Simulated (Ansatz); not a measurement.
**Bands, cutoff and cost in G0W0 for GeH5CI3N2 (CH(NH2)2GeI3)**

Wanted: a G0W0 gap for GeH5CI3N2 (CH(NH2)2GeI3) that is converged in bands and cutoff, or an estimate of the limit.

Program: Ansatz 0.2.0. Level of theory: G0W0 on PBE, plane waves, PAW; PAW set soft_1. Results are calculated unless marked as measured.

The structure was built from a prototype and need not be the compound's stable phase.

**1. The structure**

The cell holds 12 atoms: 1 C, 5 H, 2 N, 1 Ge and 3 I. Cell: a = 6.267 Å, b = 6.256 Å, c = 6.189 Å, α = 95.4°, β = 81.9°, γ = 96.5°. It derives from C1Ge1H5I3N2.

The structure was relaxed with PBE-D3(BJ). The runs that relaxed it are not among those shown. Spin-orbit coupling is left out unless a step names it.

**2. 202 empty bands, screening to 52 eV**

G0W0 replaces the xc potential by the self-energy, built once from these orbitals. Only a window of levels is corrected, while the sums run over the empty bands that the input names. This step takes PAW set soft_1 files.

File input.yaml:

```yaml
crystal:
  lattice:
    - [6.2426137081, -0.3443275199, 0.4347831511]
    - [-0.3443275199, 6.2402452605, -0.2809554538]
    - [0.4347831511, -0.2809554538, 6.167609325]
  atoms:
    - { symbol: C, position: [-0.0492809021, 0.9526303513, 0.0035782316] }
    - { symbol: H, position: [-0.1702687633, 0.8124871798, 0.0144984382] }
    - { symbol: "N", position: [0.9282474159, 0.0968389941, 0.8696992283] }
    - { symbol: "N", position: [0.1078122436, -0.0347414838, 0.1247833199] }
    - { symbol: H, position: [0.8054394521, 1.0719696822, -0.2256096269] }
    - { symbol: H, position: [0.1103539889, 0.8485623988, 0.2291842558] }
    - { symbol: H, position: [1.0348900245, 0.2315550375, 0.8495162952] }
    - { symbol: H, position: [0.2267996913, 0.0914858156, 1.121637322] }
    - { symbol: Ge, position: [0.545235766, 0.4425746641, 0.5334087402] }
    - { symbol: I, position: [0.4580414767, 0.4824488501, -0.0157041641] }
    - { symbol: I, position: [0.5123656971, -0.0020323141, 0.4973282727] }
    - { symbol: I, position: [-0.0106998495, 0.5205528182, 0.4949196644] }
kpoints:
  mp_grid: { grid: [4, 4, 4] }
hamiltonian:
  xc: pbe
  pseudopotentials: { kind: paw, azcp: { folder: soft_1 } }
scf:
  occupations: { method: fixed }
gw:
  n_empty_bands: 202
  ecut_chi: 52
  qp_bands: [v4, c4]
  qp_kpoints: band_edges
  screening: { model: contour_deformation }
```

Command:

```sh
> ansatz run input.yaml --threads 2 --pin off --max-ram 92160MiB --backend cuda --events-out ev --progress --plain --runs-dir out --devices 1 --max-vram 13GiB
```

Numbers of over 12 decimals in the logs are rounded to 6 here.

What it wrote:

```text
GPUs: using 1 of 1 available (devices: 1).
Engine: ansatz 0.2.0, x86_64-unknown-linux-gnu
Pseudopotentials: kind: paw
Pseudopotential: C, paw, valence charge 4, recommended cutoff 420 eV (normal), soft_1/C.paw.azcp
Pseudopotential: H, paw, valence charge 1, recommended cutoff 420 eV (normal), soft_1/H.paw.azcp
Pseudopotential: N, paw, valence charge 5, recommended cutoff 420 eV (normal), soft_1/N.paw.azcp
Pseudopotential: Ge, paw, valence charge 14, recommended cutoff 420 eV (normal), soft_1/Ge.paw.azcp
Pseudopotential: I, paw, valence charge 17, recommended cutoff 420 eV (normal), soft_1/I.paw.azcp
Functional definition: PBE
  parameter kappa = 0.804
  parameter beta = 0.066725
  exchange = pbe_x(kappa = kappa, mu = beta*pi^2/3)
  correlation = pbe_c(beta = beta)
device memory: the entry about to start is reckoned to put 2.9 GiB on a device that reports 65.7 GiB free (of which the cap on the GPU budget leaves the run 13.0 GiB)
GPU FFT provider: cuFFT
GPU libraries: cuBLAS 13.8.2, cuFFT 12.4.0, cuSOLVER 12.3.4
Crystal: 12 atoms, lattice volume = 237.942 Å³
Basis set: ecut = 420 eV, 4659 PW (Γ)
Bands: 54, of which v1, the nominal top of the filled ones, is band 42 counted from 1 (41 counted from 0)
Symmetry: 1 space group operations
Space group: P1 (ITA 1), of the structure as read, at distance tolerance 6.2e-5 Å
k-points: 36 of 64 (time reversal used)
Non-local potential: C, projectors of the file, l = 0: 2, l = 1: 2, l = 2: 1
Non-local potential: H, projectors of the file, l = 0: 2, l = 1: 1
Non-local potential: N, projectors of the file, l = 0: 2, l = 1: 2, l = 2: 1
Non-local potential: Ge, projectors of the file, l = 0: 2, l = 1: 2, l = 2: 3, l = 3: 1
Non-local potential: I, projectors of the file, l = 0: 2, l = 1: 2, l = 2: 2, l = 3: 1
PAW form: soft (Blöchl's): semilocal exchange-correlation on the pseudo side does not see the compensation charge
PAW one-centre angular grid: C, 110 points (default); XC on 64 Gauss nodes
PAW one-centre angular grid: H, 110 points (default); XC on 64 Gauss nodes
PAW one-centre angular grid: N, 110 points (default); XC on 64 Gauss nodes
PAW one-centre angular grid: Ge, 590 points (default); XC on 64 Gauss nodes
PAW one-centre angular grid: I, 590 points (default); XC on 64 Gauss nodes
Initial density: superposition of atomic densities (chi_scale 0.1, normalization cell), built separately for each of the 2 bonded fragments (scf.initial_density.interfragment_charge_transfer: auto; true builds it for the cell as a whole; a typed value also counts as a typed key of the start: scf.initial_density.chi_scale says what that changes, if anything)
Initial wavefunctions: pseudopotential atomic-orbital guess
GPU buffer pool allocated for 91125 grid points (all kernels)
GPU transforms: local potential and band sums: pruned to the plane-wave sphere, on 45×45×45
Functional: x = pbe(κ = 0.804, μ = 0.219515), c = pbe(β = 0.066725)
SCF iter   1: F=—  HF=-27938.839662 eV  |F-HF|=—  |Δ(HF+E_count)|=         —  Δρ=6.61e-2  dr2=9.83e0  ethr=3.10e-3  ⟨swp⟩=5.4  Hψ=6645  notcnv=0  defer=343
preconditioner: auto → Resta (q_TF=auto, 2.294 Å⁻¹)  ε∞=2.8  [insulator: Δε(μ)=1.208 eV  Ē_g=11.250 eV  n_scr=50 (ndim 8)  ℏωp=15.2 eV  f_vac=0.077  ε∞_Penn≈2.8]
SCF iter   2: F=—  HF=-27936.237304 eV  |F-HF|=—  |Δ(HF+E_count)|=    2.60e0  Δρ=2.87e-2  dr2=1.21e0  ethr=3.10e-3  ⟨swp⟩=3.0  Hψ=3514  notcnv=0  defer=325
SCF iter   3: F=—  HF=-27935.987103 eV  |F-HF|=—  |Δ(HF+E_count)|=   2.50e-1  Δρ=1.09e-2  dr2=2.04e-1  ethr=1.44e-3  ⟨swp⟩=2.0  Hψ=2923  notcnv=0  defer=349
SCF iter   4: F=—  HF=-27935.966835 eV  |F-HF|=—  |Δ(HF+E_count)|=   2.03e-2  Δρ=2.41e-3  dr2=1.28e-2  ethr=2.43e-4  ⟨swp⟩=2.7  Hψ=2571  notcnv=0  defer=360
SCF iter   5: F=—  HF=-27935.972567 eV  |F-HF|=—  |Δ(HF+E_count)|=   5.73e-3  Δρ=7.64e-4  dr2=1.48e-3  ethr=1.52e-5  ⟨swp⟩=2.4  Hψ=2971  notcnv=0  defer=360
SCF iter   6: F=—  HF=-27935.974581 eV  |F-HF|=—  |Δ(HF+E_count)|=   2.01e-3  Δρ=2.91e-4  dr2=2.40e-4  ethr=1.77e-6  ⟨swp⟩=2.0  Hψ=2739  notcnv=0  defer=360
SCF iter   7: F=—  HF=-27935.974564 eV  |F-HF|=—  |Δ(HF+E_count)|=   1.69e-5  Δρ=8.01e-5  dr2=1.78e-5  ethr=2.86e-7  ⟨swp⟩=2.0  Hψ=2664  notcnv=0  defer=359
SCF iter   8: F=—  HF=-27935.974597 eV  |F-HF|=—  |Δ(HF+E_count)|=   3.29e-5  Δρ=3.83e-5  dr2=4.55e-6  ethr=2.12e-8  ⟨swp⟩=2.0  Hψ=2689  notcnv=0  defer=324
SCF iter   9: F=—  HF=-27935.974600 eV  |F-HF|=—  |Δ(HF+E_count)|=   3.06e-6  Δρ=2.06e-5  dr2=1.08e-6  ethr=5.42e-9  ⟨swp⟩=2.0  Hψ=2470  notcnv=0  defer=326
SCF iter  10: F=-27935.974601 eV  HF=-27935.974601 eV  |F-HF|=1.40e-7  |Δ(HF+E_count)|=   3.18e-7  Δρ=4.29e-6  dr2=6.22e-8  ethr=1.19e-10  ⟨swp⟩=15.0  Hψ=11778  notcnv=0
SCF 1 converged in 10 iterations: F = -27935.974601 eV  dr2 = 6.22e-8
  greatest PAW one-centre occupation: 0.999 electrons in one spin orbital (limit 2), on the I atom at site 9 (counted from 0), in its partial waves of l = 2
device memory: the entry about to start is reckoned to put 3.3 GiB (of the 3.5 GiB reckoned in all, the device holds 0.2 GiB already) on a device that reports 61.3 GiB free (of which the cap on the GPU budget leaves the run 12.9 GiB)
NSCF: frozen V_eff on 36 k-points
[...]
G₀W₀ screening: q 1/36
[... further progress lines ...]
SCF converged after 10 iterations
Free energy (F): -27935.974601 eV
Harris-Foulkes:  -27935.974601 eV  (|F-HF|=1.40e-7)
Internal energy: -27935.974601 eV  (E = F + TS)
E sigma→0 (E₀):  -27935.974601 eV
Fermi energy:    3.484565 eV
--- Per-component energies (eV) ---
  E_band       = -1575.249580
  E_kinetic    = 982.182591
  E_local      = -10863.014289  (includes V_loc(G=0)·N_el)
  E_nonlocal   = 654.533793
  E_hartree    = 4813.517462
  E_xc         = -602.009201
  E_vxc        = -658.405175  (∫ρ·V_xc dr)
  E_paw        = -16717.725076  (= ΣΔE_a)
  E_vpaw       = -1317.573865  (= ΣTr[D̂ρ^β])
  E_aug_tail   = -0.010719  (compensation charges beyond the density's cutoff)
  E_ewald      = -6203.449161
  E_smearing   = -0.000000  (= −TS)
  E_closure    = 0.000000  (closes the sum)
  Σ components = -27935.974601   (vs F -27935.974601, Δ=0.00e0)
--- Band table (eV; the first three rows and the last of 36) ---
  k-point 0: bands = [... 38 lower, 2.2234, 2.4261, 2.5651, 2.6699, 6.4919, 6.8284, 7.5660, 7.6973, ... 8 higher]
  k-point 1: bands = [... 38 lower, 2.1988, 2.3082, 2.4831, 2.5520, 6.5213, 6.7528, 7.3648, 7.9597, ... 8 higher]
  k-point 2: bands = [... 38 lower, 2.0223, 2.1360, 2.4990, 2.8468, 5.9749, 6.5471, 7.3064, 8.1397, ... 8 higher]
  k-point 35: bands = [... 38 lower, 2.6059, 2.8506, 2.8823, 3.4846, 5.0625, 5.3958, 5.6286, 6.5992, ... 8 higher]
--- G₀W₀: contour deformation, 6 samples at zero and on the imaginary axis and 2 off it, 64 q-points, 202 empty bands' worth ---
  eigenvalues of the whole cell's RPA ε∞ on this k-mesh (on a slab, of 1 + 4πα/V) = 4.9767, 5.1421, 5.5360; static W/v taken at q = 0 is 0.191682
  gw.qp_kpoints: band_edges: 23 of 36 stored k-points solved, in 2 passes; an edge of the gap read off the rows below is read off those points alone
    valence top: of the k-points left out ik 23 came nearest to being solved in a further pass, in band 42 (counted from 1, as in the quasiparticle table): it holds the edge there only if its correction is more favourable than any solved in that band by at least 0.667 eV; those differ by 0.419 eV
    conduction bottom: of the k-points left out ik 15 came nearest to being solved in a further pass, in band 43 (counted from 1, as in the quasiparticle table): it holds the edge there only if its correction is more favourable than any solved in that band by at least 1.225 eV; those differ by 1.190 eV
  `?` marks the rows in doubt; gw_qp.tsv's column doubts and the gw_qp event give each row's grounds
    ik  band        ε_KS         Σx   Σc(E_QP)       V_xc       Z   E_QP_lin       E_QP  E_QP is
     0    39      2.2234   -16.9815     2.4122   -13.9578  0.7396     1.5988     1.6119  root
     0    40      2.4261   -17.2264     2.3098   -14.3226  0.7493     1.8213     1.8321  root
     0    41      2.5651   -17.2087     2.4268   -14.1220  0.7466     1.8911     1.9053  root
     0    42      2.6699   -17.2882     2.3073   -14.3881  0.7492     2.0664     2.0772  root
     0    43      6.4919    -8.4871    -3.6803   -13.8674  0.7751     8.2743     8.1919  root
     0    44      6.8284    -7.4766    -3.5271   -11.6344  0.7593     7.4722     7.4590  root
     0    45      7.5660    -5.6087    -3.5045    -9.6726  0.7903     8.1338     8.1254  root
     0    46      7.6973    -7.3550    -3.7352   -11.7684  0.7485     8.3935     8.3755  root
     2    39      2.0223   -16.8985     2.5657   -13.6480  0.7355     1.3195     1.3376  root
     2    40      2.1360   -16.6692     2.4954   -13.4820  0.7395     1.4265     1.4443  root
     2    41      2.4990   -17.1038     2.3704   -14.0991  0.7466     1.8517     1.8648  root
     2    42      2.8468   -16.6263     1.7220   -14.5140  0.7525     2.4526     2.4565  root
     2    43      5.9749    -8.4419    -3.2461   -12.3310  0.7609     6.6290     6.6178  root
     2    44      6.5471    -8.7391    -3.7039   -14.1569  0.7728     8.3464     8.2610  root
     2    45      7.3064    -7.8002    -3.7073   -12.2192  0.7458     8.0393     8.0180  root
     2    46      8.1397    -8.6386    -4.0506   -13.4488  0.7159     8.9251     8.8994  root
     5    39      1.9984   -16.7752     2.5477   -13.5380  0.7356     1.2904     1.3089  root
     5    40      2.2757   -16.9650     2.3977   -13.9293  0.7431     1.6236     1.6376  root
     5    41      2.5326   -17.1287     2.4241   -14.0533  0.7464     1.8675     1.8814  root
     5    42      2.9755   -16.4356     1.5925   -14.4825  0.7546     2.6117     2.6149  root
     5    43      5.8370    -8.5154    -3.1797   -12.3364  0.7636     6.4889     6.4783  root
     5    44      6.5515    -8.7966    -3.7157   -14.2028  0.7707     8.3271     8.2420  root
     5    45      6.8641    -8.9079    -3.5515   -13.2290  0.7441     7.6583     7.6337  root
     5    46      7.5770    -8.2437    -3.7783   -12.7405  0.7347     8.3148     8.2956  root
[...]
8    44      6.5605    -8.8278    -3.7307   -14.0814  0.7676     8.1986     8.0834  root ?
[...]
19    45      6.6128    -8.9851    -3.7554   -14.2900  0.7663     8.2920     8.1622  root ?
[...]
29    44      6.6930    -9.2154    -3.8311   -14.9287  0.7682     8.6829     8.5751  root ?
[...]
30    44      6.6252    -9.0411    -3.7285   -14.2941  0.7656     8.2651     8.1496  root ?
[...]
33    45      6.7638    -9.4776    -3.8639   -15.2767  0.7662     8.8165     8.6990  root ?
[...]
34    45      6.6728    -9.2233    -3.7967   -14.8605  0.7679     8.6157     8.5133  root ?
[...]
35    39      2.6059   -17.3030     2.3081   -14.3890  0.7512     1.9889     2.0000  root
    35    40      2.8506   -17.5109     2.3607   -14.5332  0.7514     2.2222     2.2336  root
    35    41      2.8823   -17.4807     2.3035   -14.5919  0.7517     2.2870     2.2971  root
    35    42      3.4846   -16.1167     1.0493   -14.8940  0.7652     3.3107     3.3112  root
    35    43      5.0625    -8.4351    -2.8651   -11.8098  0.7694     5.5772     5.5721  root
    35    44      5.3958    -7.8795    -3.0660   -11.5018  0.7706     5.9590     5.9522  root
    35    45      5.6286    -7.8571    -3.1064   -11.5238  0.7697     6.1961     6.1889  root
    35    46      6.5992    -9.0121    -3.7835   -14.6223  0.7698     8.5240     8.4258  root
```

Run time: 73 s. Hardware: 1 × NVIDIA H100 80GB HBM3 (shared by 6 runs) with 2 threads of AMD EPYC 7R13 (Zen 3), shared host; peak memory 2.1 GiB; 1.8 min of CPU time.

In the SCF lines HF is the Harris–Foulkes energy and dr2 the Hartree energy of the density residual, in eV; the loop may stop once dr2 is under the threshold and the program's other checks hold. Hψ counts applications of the Hamiltonian.

Numbers from this step:

```yaml
bands_summed: 244
rpa_eps_infinity_on_this_mesh_eigenvalues: 4.977, 5.142, 5.536
plane_waves_in_the_screening_matrix: 201
q_points_in_the_mesh: 64
g0w0_gap_on_the_mesh: 2.261 eV
k_of_the_valence_top: -0.5, -0.5, -0.5
k_of_the_conduction_bottom: -0.5, -0.5, -0.5
starting_gap_on_the_mesh: 1.578 eV
z_at_the_valence_top: 0.7652
z_at_the_conduction_bottom: 0.7694
least_direct_g0w0_gap_on_the_computed_points: 2.261 eV
```

The gap on the mesh goes from 1.58 eV to 2.26 eV, a correction of +0.68 eV. Between the two edge states, bare exchange in place of the xc potential would open the gap by 4.60 eV, and correlation takes back 3.91 eV.

**3. 800 empty bands, screening to 130 eV**

Another rung: the empty bands reach about as high as the screening cutoff, so the two stay in balance.

input.yaml: that of step 2 with these lines changed.

```diff
@@ -26,4 +26,4 @@
 gw:
-  n_empty_bands: 202
-  ecut_chi: 52
+  n_empty_bands: 800
+  ecut_chi: 130.0
   qp_bands: [v4, c4]
```

What it wrote:

```text
GPUs: using 1 of 1 available (devices: 1).
[...]
GPU FFT provider: cuFFT
GPU libraries: cuBLAS 13.8.2, cuFFT 12.4.0, cuSOLVER 12.3.4
Crystal: 12 atoms, lattice volume = 237.942 Å³
Basis set: ecut = 420 eV, 4659 PW (Γ)
Bands: 54, of which v1, the nominal top of the filled ones, is band 42 counted from 1 (41 counted from 0)
[... 1 set-up line as in the run before ...]
[...]
k-points: 36 of 64 (time reversal used)
[...]
GPU buffer pool allocated for 91125 grid points (all kernels)
[...]
SCF iter   1: F=—  HF=-27938.839662 eV  |F-HF|=—  |Δ(HF+E_count)|=         —  Δρ=6.61e-2  dr2=9.83e0  ethr=3.10e-3  ⟨swp⟩=5.4  Hψ=6645  notcnv=0  defer=343
[...]
SCF iter  10: F=-27935.974601 eV  HF=-27935.974601 eV  |F-HF|=1.40e-7  |Δ(HF+E_count)|=   3.18e-7  Δρ=4.29e-6  dr2=6.22e-8  ethr=1.19e-10  ⟨swp⟩=15.0  Hψ=11778  notcnv=0
SCF 1 converged in 10 iterations: F = -27935.974601 eV  dr2 = 6.22e-8
[...]
NSCF: frozen V_eff on 36 k-points
[...]
G₀W₀ screening: q 1/36
[... further progress lines ...]
SCF converged after 10 iterations
Free energy (F): -27935.974601 eV
[...]
Internal energy: -27935.974601 eV  (E = F + TS)
E sigma→0 (E₀):  -27935.974601 eV
Fermi energy:    3.484565 eV
[...]
--- Band table (eV; the first three rows and the last of 36) ---
  k-point 0: bands = [... 38 lower, 2.2234, 2.4261, 2.5651, 2.6699, 6.4919, 6.8284, 7.5660, 7.6973, ... 8 higher]
  k-point 1: bands = [... 38 lower, 2.1988, 2.3082, 2.4831, 2.5520, 6.5213, 6.7528, 7.3648, 7.9597, ... 8 higher]
  k-point 2: bands = [... 38 lower, 2.0223, 2.1360, 2.4990, 2.8468, 5.9749, 6.5471, 7.3064, 8.1397, ... 8 higher]
  k-point 35: bands = [... 38 lower, 2.6059, 2.8506, 2.8823, 3.4846, 5.0625, 5.3958, 5.6286, 6.5992, ... 8 higher]
[...]
0    39      2.2234   -16.9815     2.0199   -13.9578  0.7354     1.1791     1.2196  root
     0    40      2.4261   -17.2264     1.8896   -14.3226  0.7448     1.3759     1.4119  root
     0    41      2.5651   -17.2087     2.0171   -14.1220  0.7422     1.4532     1.4956  root
     0    42      2.6699   -17.2882     1.8803   -14.3881  0.7444     1.6138     1.6501  root
     0    43      6.4919    -8.4871    -4.1491   -13.8674  0.7657     7.7678     7.7230  root
     0    44      6.8284    -7.4766    -3.8481   -11.6344  0.7563     7.1410     7.1382  root
     0    45      7.5660    -5.6087    -3.7306    -9.6726  0.7877     7.9020     7.8993  root
     0    46      7.6973    -7.3550    -4.0558   -11.7684  0.7451     8.0597     8.0549  root
[...]
35    43      5.0625    -8.4351    -3.2005   -11.8098  0.7671     5.2372     5.2367  root
    35    44      5.3958    -7.8795    -3.3802   -11.5018  0.7684     5.6391     5.6379  root
    35    45      5.6286    -7.8571    -3.4225   -11.5238  0.7673     5.8740     5.8727  root
    35    46      6.5992    -9.0121    -4.2893   -14.6223  0.7596     7.9763     7.9200  root
```

Elapsed: 6.7 min, on 1 × NVIDIA H100 80GB HBM3 (shared by 6 runs) with 2 threads; peak memory 7.5 GiB; 10 min of CPU time.

This step gave:

```
bands summed                                 : 842
RPA ε∞ on this mesh (eigenvalues)            : 4.958, 5.115, 5.507
plane waves in the screening matrix          : 809
q-points in the mesh                         : 64
G0W0 gap on the mesh                         : 2.432 eV
k of the valence top                         : -0.5, -0.5, -0.5
k of the conduction bottom                   : -0.5, -0.5, -0.5
starting gap on the mesh                     : 1.578 eV
Z at the valence top                         : 0.7605
Z at the conduction bottom                   : 0.7671
least direct G0W0 gap on the computed points : 2.432 eV
```

Against the run with 4×4×4 mesh, 202 empty bands, screening to 52 eV, PAW set soft_1 files, the gap moves by +0.17 eV.

**4. Convergence and cost**

Times are wall times on 1 × NVIDIA H100 80GB HBM3 (shared by 6 runs) with 2 threads of AMD EPYC 7R13 (Zen 3), shared host, good to a factor of about two.

| mesh | files | frequency | bands summed | cutoff (eV) | start (eV) | G0W0 (eV) | time | host memory (GiB) |
| --- | --- | --- | --- | --- | --- | --- | --- | --- |
| 4×4×4 | PAW set soft_1 | contour deformation | 244 | 52 | 1.578 | 2.261 | 73 s | 2.1 |
| 4×4×4 | PAW set soft_1 | contour deformation | 842 | 130 | 1.578 | 2.432 | 6.7 min | 7.5 |

The parts of the quasiparticle energy at the two band edges (eV; QP = start + Σx + Σc − Vxc):

| run | edge | start | Σx | Σc | Vxc | Z | QP |
| --- | --- | --- | --- | --- | --- | --- | --- |
| 244 bands | valence top | 3.48 | -16.12 | 1.05 | -14.89 | 0.77 | 3.31 |
| 244 bands | conduction bottom | 5.06 | -8.44 | -2.87 | -11.81 | 0.77 | 5.57 |
| 842 bands | valence top | 3.48 | -16.12 | 0.54 | -14.89 | 0.76 | 2.80 |
| 842 bands | conduction bottom | 5.06 | -8.44 | -3.20 | -11.81 | 0.77 | 5.24 |

**5. Summary of results**

```yaml
244_bands_52_ev: 2.261 eV
842_bands_130_ev: 2.432 eV
estimated_limit_in_bands_and_cutoff: 2.50 eV
mesh_and_start: 4×4×4, PBE
```

In words: A line in one over the bands through the two rungs gives 2.50 eV, +0.07 eV from the top rung; with two points alone it is an unchecked estimate. The rungs stand 0.24 eV (244 bands) and 0.07 eV (842 bands) from it. From 244 to 842 bands the gap moves by +0.17 eV while the time grows 5.5-fold. Σc changes by −0.51 eV at the valence top and −0.34 eV at the conduction bottom, so the levels themselves move more than the gap between them. The many-body steps are scalar-relativistic: spin-orbit coupling is not in them.

[Paths, hosts, dates, memory and timing lines, banners, echoed tables and standing remarks are left out of the program output.]

[Logs are printed without paths, hosts, clocks, repeated set-up lines and the standing remarks that a program may print on its own settings, such as how far it seeks lower states.]

[Runs of the session that timed out or met a known fault of the program may be left out.]

[Cells called generated may have been cut or substituted from an entry of the Crystallography Open Database or the Materials Project.]

[Hosts, paths, dates, database ids (printed as entryN), source tags and the programs' standing remarks are cut or masked in the printed files.]
